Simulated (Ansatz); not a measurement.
# How fast states decay through CsK2Cl3, part 2 of 2

A new crystal, CsK2Cl3: structure, gap and complex bands. It is built by putting Cs for Na in the K2NaCl3 structure of space group P-3m1, with the volume rescaled by atomic radii. The parent structure comes from the Materials Project.

Ansatz 0.2.0; PBEsol DFT, plane waves, PAW files (the session's first sound run).

So far, gap on path (eV): step 3 (the bulk crystal and its band edges) 4.95.

The structure was built from a prototype and need not be the compound's stable phase.

## 4. Decaying states in the gap

This step: PBEsol DFT, plane waves, PAW files; complex bands by layer matching along the plane's normal (Ansatz 0.2.0).

The same crystal is laid in a cell whose first two vectors span the (001) plane (indices of the standard conventional cell, whose axes can be ordered otherwise than in the bulk input). At fixed energy and wavevector in the plane the solver finds all kz, real and complex. A few wavevectors are listed, (0, 0) and (0.5, 0) in units of the plane's reciprocal vectors; the slowest state needn't be among them.

input.yaml reads:

```yaml
crystal:
  lattice:
    - [4.550326068, 0.0, 0.0]
    - [2.275163034, 3.94069797, 0.0]
    - [0.0, 0.0, 11.271611014]
  atoms:
    - { symbol: K, position: [0.6666666667, 0.6666666667, 0.6548968165] }
    - { symbol: K, position: [0.3333333333, 0.3333333333, 0.3451031835] }
    - { symbol: Cs, position: [0.0, 0.0, 0.0] }
    - { symbol: Cl, position: [0.6666666667, 0.6666666667, 0.1904898212] }
    - { symbol: Cl, position: [0.3333333333, 0.3333333333, 0.8095101788] }
    - { symbol: Cl, position: [0.0, 0.0, 0.5] }
kpoints:
  mp_grid: { grid: [6, 6, 2] }
scf:
  occupations: { method: fixed }
hamiltonian:
  xc: pbesol
output:
  eigenvalues: true
  transmission:
    leads: [[0, 0]]
    kpoints: [[0.0, 0.0], [0.5, 0.0]]
    e_range: [-1.0, 5.95]
    de: 0.14
```

On the command line:

```sh
$ ansatz run input.yaml --threads 2 --pin off --max-ram 4096MiB --backend cpu --events-out ev --progress --plain --runs-dir out
```

Numbers of over 12 decimals in the logs are rounded to 6 here.

The log of the run:

```text
[...]
Crystal: 6 atoms, lattice volume = 202.116 Å³
Basis set: ecut = 420 eV, 3979 PW (Γ)
Bands: 30, of which v1, the nominal top of the filled ones, is band 24 counted from 1 (23 counted from 0)
Symmetry: 12 space group operations
[...]
k-points: 14 of 72
[...]
SCF iter   1: F=—  HF=-11811.980753 eV  |F-HF|=—  |Δ(HF+E_count)|=         —  Δρ=3.09e-3  dr2=2.85e-2  ethr=1.77e-3  ⟨swp⟩=5.1  Hψ=1600  notcnv=0  defer=51
[...]
SCF iter   6: F=-11811.969482 eV  HF=-11811.969481 eV  |F-HF|=1.14e-7  |Δ(HF+E_count)|=   4.38e-6  Δρ=6.79e-6  dr2=8.34e-8  ethr=2.08e-10  ⟨swp⟩=11.6  Hψ=2516  notcnv=0
SCF 1 converged in 6 iterations: F = -11811.969482 eV  dr2 = 8.34e-8
[...]
transmission: 18 of 36 steps passed
transmission: 36 of 36 steps passed
SCF converged after 6 iterations
Free energy (F): -11811.969482 eV
[...]
Internal energy: -11811.969482 eV  (E = F + TS)
E sigma→0 (E₀):  -11811.969482 eV
Fermi energy:    1.229880 eV
[...]
--- Band table (eV; the first three rows and the last of 14) ---
  k-point 0: bands = [... 20 lower, 0.9038, 1.1818, 1.1818, 1.2299, 6.1755, 7.5944, 8.0954, 8.2571, ... 2 higher]
  k-point 1: bands = [... 20 lower, 1.0626, 1.0626, 1.1069, 1.1069, 6.6775, 6.9242, 7.7458, 8.7355, ... 2 higher]
  k-point 2: bands = [... 20 lower, 0.9628, 0.9963, 1.1253, 1.1385, 6.7512, 7.6982, 8.1080, 8.3366, ... 2 higher]
  k-point 13: bands = [... 20 lower, 0.9410, 0.9576, 1.0056, 1.0056, 8.2429, 8.2429, 8.9757, 9.0375, ... 2 higher]
--- Transmission ---
  basis      : 163 plane waves across, 18 finite elements along
  points     : 2, as listed
  energies   : 50 from -1.000000 to 5.860000 eV about the Fermi level, 0.140000 eV apart; the leads are filled to 2.472787 eV, and channels, transmission and decay are at 2.500000 eV
  crystal 0  : Cs1Cl3K2, at the sites [0, 0], period 11.2716 Å: whole cells are its period
    offset         : up to 0.0000 Å between an atom of the period and one for which it stands
    channels       : 0.000000e0 a spin
    conductance    : none, the energies end too early or step too widely for 300 K: set another output.transmission.e_range or a lower de, or, where they end at an eighth of basis.ecutwfc, a higher one
    slowest decay  : 0.4088 /Å at (0.0000, 0.0000)
```

Elapsed: 26 s, on 2 threads of Arm Neoverse V2, shared host; peak memory 0.63 GiB; 40 s of CPU time.

Numbers from this step:

| Property | Result |
| --- | --- |
| level to which the leads are filled | 2.473 eV from the Fermi level |
| decay constant at the filling level, zone centre | 0.4088 Å⁻¹ |
| decay constant at the filling level, slowest listed point | 0.4088 Å⁻¹ |

K parallel (0, 0); values up to 1.5 1/Å, a degenerate pair printed once or twice; energies at which all values exceed this have no row. Im kz of the slowest decaying states against energy, zero at the highest filled level on the SCF mesh:

```csv
energy (eV),decay 1 (Å⁻¹),decay 2 (Å⁻¹),decay 3 (Å⁻¹),decay 4 (Å⁻¹)
-1.00,0.606,1.08,1.31,-
-0.72,0.466,1.07,1.29,-
-0.44,0.155,1.06,1.28,-
-0.16,0.0265,1.04,1.26,-
-0.02,0.143,1.03,1.25,-
0.12,0.160,0.325,1.03,1.24
0.40,0.270,0.479,1.01,1.22
0.68,0.328,0.563,0.997,1.20
0.96,0.365,0.618,0.982,1.18
1.24,0.389,0.656,0.966,1.16
1.52,0.404,0.685,0.949,1.14
1.80,0.412,0.705,0.932,1.12
2.08,0.414,0.720,0.914,1.10
2.36,0.412,0.730,0.896,1.07
2.50,0.409,0.733,0.887,1.06
2.78,0.399,0.738,0.867,1.04
3.06,0.385,0.739,0.847,1.01
3.34,0.367,0.737,0.825,0.986
3.62,0.343,0.733,0.803,0.959
3.90,0.313,0.726,0.780,0.931
4.18,0.275,0.716,0.755,0.902
4.46,0.225,0.704,0.729,0.872
4.74,0.150,0.689,0.701,0.840
5.02,0.670,0.671,0.808,-
5.30,0.637,0.649,0.775,-
5.58,0.0313,0.600,0.623,0.740
5.86,0.556,0.592,0.705,-
```

K parallel (0.5, 0); values up to 1.5 1/Å, a degenerate pair printed once or twice; energies at which all values exceed this have no row. The Im kz of the slowest decaying states by energy, zero at the highest filled level on the SCF mesh:

```csv
energy (eV),decay 1 (Å⁻¹),decay 2 (Å⁻¹),decay 3 (Å⁻¹),decay 4 (Å⁻¹)
-1.00,0.456,0.817,0.921,-
-0.72,0.101,0.680,0.917,-
-0.30,0.0511,0.105,0.906,-
-0.02,0.209,0.289,0.557,0.896
0.40,0.384,0.475,0.792,0.879
0.68,0.446,0.538,0.863,0.866
1.10,0.508,0.601,0.845,0.924
1.38,0.536,0.630,0.831,0.947
1.80,0.565,0.661,0.808,0.968
2.08,0.576,0.676,0.794,0.975
2.36,0.582,0.686,0.780,0.978
2.78,0.581,0.692,0.765,0.977
3.06,0.573,0.690,0.759,0.973
3.48,0.551,0.679,0.755,0.965
3.76,0.529,0.668,0.755,0.957
4.18,0.486,0.648,0.753,0.942
4.46,0.449,0.633,0.752,0.931
4.88,0.376,0.606,0.746,0.911
5.16,0.309,0.585,0.741,0.896
5.58,0.0394,0.548,0.729,0.871
5.86,0.159,0.519,0.718,0.835
```

At the listed wavevectors the last open channel is at -0.02 eV and the next at +5.02 eV on the grid. At +2.50 eV, the grid energy nearest the filling level (the middle of the gap on the SCF mesh), the slowest state at the listed wavevectors decays with κ = 0.409 Å⁻¹, its amplitude falling by e over 2.4 Å. Through 1 nm of this crystal that state's transmission falls by exp(−2 × 0.409 Å⁻¹ × 10 Å) = 2.8e-4.

## 5. Decay over the two-dimensional zone

The listed points could miss the slowest state, so one energy near mid-gap is solved on a mesh of 8×8.

input.yaml: that of step 4 with these lines changed.

```diff
@@ -20,6 +20,2 @@
   eigenvalues: true
-  transmission:
-    leads: [[0, 0]]
-    kpoints: [[0.0, 0.0], [0.5, 0.0]]
-    e_range: [-1.0, 5.95]
-    de: 0.14
+  transmission: { leads: [[0, 0]], kmesh: [8, 8], e_range: [2.47, 2.48], de: 0.05 }
```

The log of the run:

```text
[...]
Crystal: 6 atoms, lattice volume = 202.116 Å³
Basis set: ecut = 420 eV, 3979 PW (Γ)
Bands: 30, of which v1, the nominal top of the filled ones, is band 24 counted from 1 (23 counted from 0)
Symmetry: 12 space group operations
[...]
k-points: 14 of 72
[...]
SCF iter   1: F=—  HF=-11811.980753 eV  |F-HF|=—  |Δ(HF+E_count)|=         —  Δρ=3.09e-3  dr2=2.85e-2  ethr=1.77e-3  ⟨swp⟩=5.1  Hψ=1600  notcnv=0  defer=51
[...]
SCF iter   6: F=-11811.969482 eV  HF=-11811.969481 eV  |F-HF|=1.14e-7  |Δ(HF+E_count)|=   4.38e-6  Δρ=6.79e-6  dr2=8.34e-8  ethr=2.08e-10  ⟨swp⟩=11.6  Hψ=2516  notcnv=0
SCF 1 converged in 6 iterations: F = -11811.969482 eV  dr2 = 8.34e-8
[...]
transmission: 56 of 140 steps passed
transmission: 112 of 140 steps passed
transmission: 140 of 140 steps passed
SCF converged after 6 iterations
Free energy (F): -11811.969482 eV
[...]
Internal energy: -11811.969482 eV  (E = F + TS)
E sigma→0 (E₀):  -11811.969482 eV
Fermi energy:    1.229880 eV
[...]
--- Band table (eV; the first three rows and the last of 14) ---
  k-point 0: bands = [... 20 lower, 0.9038, 1.1818, 1.1818, 1.2299, 6.1755, 7.5944, 8.0954, 8.2571, ... 2 higher]
  k-point 1: bands = [... 20 lower, 1.0626, 1.0626, 1.1069, 1.1069, 6.6775, 6.9242, 7.7458, 8.7355, ... 2 higher]
  k-point 2: bands = [... 20 lower, 0.9628, 0.9963, 1.1253, 1.1385, 6.7512, 7.6982, 8.1080, 8.3366, ... 2 higher]
  k-point 13: bands = [... 20 lower, 0.9410, 0.9576, 1.0056, 1.0056, 8.2429, 8.2429, 8.9757, 9.0375, ... 2 higher]
--- Transmission ---
  basis      : 163 plane waves across, 14 finite elements along
  points     : 10, standing for a mesh of 8 x 8
  energies   : 1 from 2.470000 to 2.470000 eV about the Fermi level; the leads are filled to 2.472787 eV, and channels, transmission and decay are at 2.470000 eV
  crystal 0  : Cs1Cl3K2, at the sites [0, 0], period 11.2716 Å: whole cells are its period
[...]
channels       : 0.000000e0 a spin
    conductance    : none, crystal 0 has no channel at the energies, or these end too early or step too widely for 300 K: set another output.transmission.e_range or a lower de, or, where they end at an eighth of basis.ecutwfc, a higher one
    slowest decay  : 0.4095 /Å at (0.0000, 0.0000)
```

Run time: 11 s. Hardware: 2 threads; peak memory 0.68 GiB.

This step gave:

- least decay constant on the mesh: 0.4095 Å⁻¹

Slowest decay constant (1/Å; 0 where a channel is open) over k1 and k2. At 2.4700 eV from the Fermi level.

Ten even steps from '0' (0.409) to '9' (0.758):
```
69965775
99974747
66772277
45420245
67722776
97474799
65775699
46964696
```
Columns: k1 (b1) from -0.5 to 0.375; rows upwards: k2 (b2) from -0.5 to 0.375.

The least value on the mesh is 0.409 Å⁻¹ at +2.47 eV. At that energy the listed points give about 0.409 Å⁻¹ by interpolation, so the mesh holds no clearly slower state.

## 6. Band edges at another level

This step: PBEsol DFT, plane waves, JTH PAW files (Ansatz 0.2.0).

The edges again with JTH files, at the same atoms.

input.yaml reads:

```yaml
crystal:
  lattice:
    - [4.5503260681, 0.0, 0.0]
    - [-2.275163034, 3.9406979705, 0.0]
    - [0.0, 0.0, 11.2716110142]
  atoms:
    - { symbol: K, position: [0.3333333333, 0.6666666667, 0.6548968165] }
    - { symbol: K, position: [0.6666666667, 0.3333333333, 0.3451031835] }
    - { symbol: Cs, position: [0.0, 0.0, 0.0] }
    - { symbol: Cl, position: [0.3333333333, 0.6666666667, 0.1904898212] }
    - { symbol: Cl, position: [0.6666666667, 0.3333333333, 0.8095101788] }
    - { symbol: Cl, position: [0.0, 0.0, 0.5] }
kpoints:
  mp_grid: { grid: [6, 6, 2] }
  band_path: { path: [VBM, CBM], npoints: 30 }
scf:
  occupations: { method: fixed }
hamiltonian:
  xc: pbesol
  pseudopotentials: { kind: paw, source: jth }
output:
  eigenvalues: true
```

The log of the run:

```text
Error: inconsistent input (hamiltonian.pseudopotentials.source, hamiltonian.xc, hamiltonian.pseudopotentials.xc_functional): this build's library has no table of `source: jth` for `kind: paw` and the PBEsol files: it has one for `kind: paw` and the PBE files, or for `kind: paw` and the LDA files. Leave `source` out
```

Elapsed: 0.02 s, on 2 threads; peak memory 0.037 GiB.

The input was rejected at the start.

The program's message: “Error: inconsistent input (hamiltonian.pseudopotentials.source, hamiltonian.xc, hamiltonian.pseudopotentials.xc_functional): this build's library has no table of `source: jth` for `kind: paw` and the …”

## 7. A repeat with changed settings

This step: PBEsol DFT, plane waves, PAW files; complex bands by layer matching along the plane's normal; changed: output.transmission.e_range = [-3, 3], output.transmission.de = 0.05 (Ansatz 0.2.0).

This run repeats an earlier one, its twin (the complex run, plane (001)), with two settings changed (output.transmission.e_range, output.transmission.de; files written aside). It is meant to test what the energy window and step decide. Where the input is shown as a difference, that is against the step before, not the twin.

input.yaml reads:

```yaml
crystal:
  lattice:
    - [4.550326068, 0.0, 0.0]
    - [2.275163034, 3.94069797, 0.0]
    - [0.0, 0.0, 11.271611014]
  atoms:
    - { symbol: K, position: [0.6666666667, 0.6666666667, 0.6548968165] }
    - { symbol: K, position: [0.3333333333, 0.3333333333, 0.3451031835] }
    - { symbol: Cs, position: [0.0, 0.0, 0.0] }
    - { symbol: Cl, position: [0.6666666667, 0.6666666667, 0.1904898212] }
    - { symbol: Cl, position: [0.3333333333, 0.3333333333, 0.8095101788] }
    - { symbol: Cl, position: [0.0, 0.0, 0.5] }
kpoints:
  mp_grid: { grid: [6, 6, 2] }
scf:
  occupations: { method: fixed }
hamiltonian:
  xc: pbesol
output:
  eigenvalues: true
  transmission:
    leads: [[0, 0]]
    kpoints: [[0.0, 0.0], [0.5, 0.0]]
    e_range: [-3, 3]
    de: 0.05
```

The log of the run:

```text
[...]
Crystal: 6 atoms, lattice volume = 202.116 Å³
Basis set: ecut = 420 eV, 3979 PW (Γ)
Bands: 30, of which v1, the nominal top of the filled ones, is band 24 counted from 1 (23 counted from 0)
Symmetry: 12 space group operations
[...]
k-points: 14 of 72
[...]
SCF iter   1: F=—  HF=-11811.980753 eV  |F-HF|=—  |Δ(HF+E_count)|=         —  Δρ=3.09e-3  dr2=2.85e-2  ethr=1.77e-3  ⟨swp⟩=5.1  Hψ=1600  notcnv=0  defer=51
[...]
SCF iter   6: F=-11811.969482 eV  HF=-11811.969481 eV  |F-HF|=1.14e-7  |Δ(HF+E_count)|=   4.38e-6  Δρ=6.79e-6  dr2=8.34e-8  ethr=2.08e-10  ⟨swp⟩=11.6  Hψ=2516  notcnv=0
SCF 1 converged in 6 iterations: F = -11811.969482 eV  dr2 = 8.34e-8
[...]
transmission: 16 of 32 steps passed
transmission: 32 of 32 steps passed
SCF converged after 6 iterations
Free energy (F): -11811.969482 eV
[...]
Internal energy: -11811.969482 eV  (E = F + TS)
E sigma→0 (E₀):  -11811.969482 eV
Fermi energy:    1.229880 eV
[...]
--- Band table (eV; the first three rows and the last of 14) ---
  k-point 0: bands = [... 20 lower, 0.9038, 1.1818, 1.1818, 1.2299, 6.1755, 7.5944, 8.0954, 8.2571, ... 2 higher]
  k-point 1: bands = [... 20 lower, 1.0626, 1.0626, 1.1069, 1.1069, 6.6775, 6.9242, 7.7458, 8.7355, ... 2 higher]
  k-point 2: bands = [... 20 lower, 0.9628, 0.9963, 1.1253, 1.1385, 6.7512, 7.6982, 8.1080, 8.3366, ... 2 higher]
  k-point 13: bands = [... 20 lower, 0.9410, 0.9576, 1.0056, 1.0056, 8.2429, 8.2429, 8.9757, 9.0375, ... 2 higher]
--- Transmission ---
  basis      : 163 plane waves across, 16 finite elements along
  points     : 2, as listed
[...]
crystal 0  : Cs1Cl3K2, at the sites [0, 0], period 11.2716 Å: whole cells are its period
[...]
channels       : 0.000000e0 a spin
[...]
slowest decay  : 0.4100 /Å at (0.0000, 0.0000)
```

It took 47 s on 2 threads; peak memory 0.68 GiB.

Numbers from this step:

```yaml
decay_constant_at_the_filling_level_zone_centre: 0.4100 Å⁻¹
decay_constant_at_the_filling_level_slowest_listed_point: 0.41 Å⁻¹
```

K parallel (0, 0); values up to 1.5 1/Å, a degenerate pair printed once or twice; energies at which all values exceed this have no row. Im kz of the slowest decaying states against energy, zero at the highest filled level on the SCF mesh:

```csv
energy (eV),decay 1 (Å⁻¹),decay 2 (Å⁻¹),decay 3 (Å⁻¹),decay 4 (Å⁻¹)
-3.000,0.720,1.03,1.17,1.41
-2.500,0.644,0.963,1.15,1.38
-2.000,0.544,0.877,1.13,1.36
-1.500,0.399,0.766,1.10,1.34
-1.000,0.606,1.08,1.31,-
-0.500,0.266,1.06,1.28,-
0.000,0.00202,0.184,1.03,1.25
0.500,0.294,0.513,1.01,1.21
1.000,0.369,0.624,0.980,1.18
1.500,0.403,0.683,0.950,1.14
2.000,0.414,0.716,0.920,1.10
2.500,0.409,0.733,0.887,1.06
3.000,0.389,0.739,0.851,1.02
```

K parallel (0.5, 0); values up to 1.5 1/Å, a degenerate pair printed once or twice; energies at which all values exceed this have no row. The Im kz of the slowest decaying states by energy, zero at the highest filled level on the SCF mesh:

```csv
energy (eV),decay 1 (Å⁻¹),decay 2 (Å⁻¹),decay 3 (Å⁻¹),decay 4 (Å⁻¹)
-3.000,0.672,0.928,1.05,1.10
-2.800,0.649,0.923,1.01,1.09
-2.600,0.624,0.919,0.976,1.08
-2.400,0.595,0.916,0.936,1.06
-2.200,0.562,0.891,0.916,1.04
-2.000,0.524,0.840,0.917,1.02
-1.800,0.478,0.783,0.919,0.997
-1.600,0.423,0.719,0.922,0.966
-1.400,0.351,0.647,0.923,0.928
-1.200,0.246,0.563,0.880,0.923
-1.000,0.456,0.817,0.921,-
-0.800,0.284,0.728,0.918,-
-0.600,0.0802,0.582,0.914,-
-0.400,0.0572,0.239,0.909,-
-0.200,0.183,0.903,-,-
0.000,0.223,0.304,0.577,0.895
0.200,0.321,0.409,0.712,0.888
0.400,0.384,0.475,0.792,0.879
0.600,0.430,0.523,0.846,0.870
0.800,0.466,0.559,0.860,0.884
1.000,0.495,0.588,0.850,0.913
1.200,0.519,0.612,0.840,0.933
1.400,0.538,0.631,0.830,0.949
1.600,0.553,0.648,0.819,0.960
1.800,0.565,0.661,0.808,0.968
2.000,0.574,0.672,0.798,0.973
2.200,0.579,0.681,0.788,0.976
2.400,0.583,0.687,0.779,0.978
2.600,0.583,0.691,0.771,0.978
2.800,0.581,0.692,0.764,0.977
3.000,0.575,0.691,0.760,0.974
```

The least decay constant is 0.41 Å⁻¹ against 0.409 Å⁻¹ in the twin: no change within 1 %, at 1.8 times the CPU time.

## 8. Outcome

```json
{
  "band gap": "4.95 eV",
  "least decay constant at mid-gap, normal to (001)": "0.409 Å⁻¹",
  "least decay constant on a mesh, normal to (001)": "0.409 Å⁻¹"
}
```

In words: With PBEsol, the slowest decay at the wavevectors tried is κ = 0.409 Å⁻¹, normal to (001). Through such a film the transmission near mid-gap falls as exp(−2κd), a factor of ten every 2.8 Å. A free electron under a barrier of half the gap would need a mass of 0.26 mₑ to decay at this rate. The compound is made up by substitution; its stability against other phases and against distortions of the cell's symmetry was not tested. A semilocal functional narrows gaps, so real decay constants are likely larger.

[Logs are printed without paths, hosts, clocks, repeated set-up lines and the standing remarks that a program may print on its own settings, such as how far it seeks lower states.]

[Hosts, paths, dates, database ids (printed as entryN), source tags and the programs' standing remarks are cut or masked in the printed files.]
